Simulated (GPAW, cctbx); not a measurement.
# By hand: from a DFT structure factor to an extinction distance in BaTi2Ga2

BaTi2Ga2, I4/mmm (no. 139), a = 4.8376 Å, b = 4.8376 Å, c = 10.8205 Å, α = 90.00°, β = 90.00°, γ = 90.00°.

```
atom  mult.    x    y       z
 Ba1      2    0    0       0
 Ga1      4  1/2    0     1/4
 Ti1      4  1/2  1/2  0.1602
```

The cell comes from substitution in a known structure type and wasn't matched to any measured phase.

A DFT run (GPAW, PBE, 450 eV, 5×5×5 k-points, Fermi–Dirac width 0.1 eV) gives the static X-ray structure factor of 002 as 46.932 e for the conventional cell; superposed free atoms give 46.245 e. **Problem.** Find the Fourier component V of the crystal potential and the two-beam extinction distance at 300 kV in both cases.

## Step 1: Geometry

The cell volume is Ω = 253.22 Å³ and d(002) = 5.4102 Å, so g = 1/d = 0.1848 Å⁻¹.

## Step 2: The nuclei

Electrons feel nuclei as well as electrons, so the nuclear charges are summed with the same phases.

Phase sums Σ exp(2πi h·x), turned so that the total is real and positive: Ba -2.000, Ga +4.000, Ti +1.713. Then F_Z = 56 × (-2.000) + 31 × (+4.000) + 22 × (+1.713) = 49.68 e. The electron term has the same sign for this reflection.

## Step 3: Mott–Bethe

Poisson's equation, term by term, gives V = (e/4πε₀)(F_Z − F)/(πΩg²), with e/4πε₀ = 14.3996 V Å.

The prefactor is 14.3996 × 5.4102²/(π × 253.22) = 0.52981 V per electron. Free atoms: (49.68 − 46.245) × 0.52981 = 1.821 V. Crystal: (49.68 − 46.932) × 0.52981 = 1.457 V. F changes by +1.49 % and V by -20.0 %: the same 0.69 e is measured against F_Z − F = 3.4 e in place of F = 46.2 e.

## Step 4: Extinction distance

In the two-beam case ξ = 1/(λU) with U = 2γm₀eV/h², that is ξ = 150.41 V Å²/(γλV).

At 300 kV, λ = 0.01969 Å and γ = 1.5871. Free atoms: ξ = 2644 Å. Crystal: ξ = 3304 Å. The thickness fringes go as sin²(πt/ξ), so the two patterns slip by a quarter of a period when t|1/ξ₁ − 1/ξ₀| = 1/4, at t ≈ 331 nm. Thermal motion, absorption and many-beam coupling, left out here, change a real pattern.

## Step 5: Answer

V(002) is 1.46 V against 1.82 V, and ξ is 3304 against 2644 Å. Limits: static atoms, two beams.

[Outputs are excerpts: Python notices, other lines and further rows are left out; steps that failed or that the build refused (PBEsol, TPSS) are not shown.]

[Logs are printed without paths, hosts, clocks, repeated set-up lines and the standing remarks that a program may print on its own settings, such as how far it seeks lower states.]
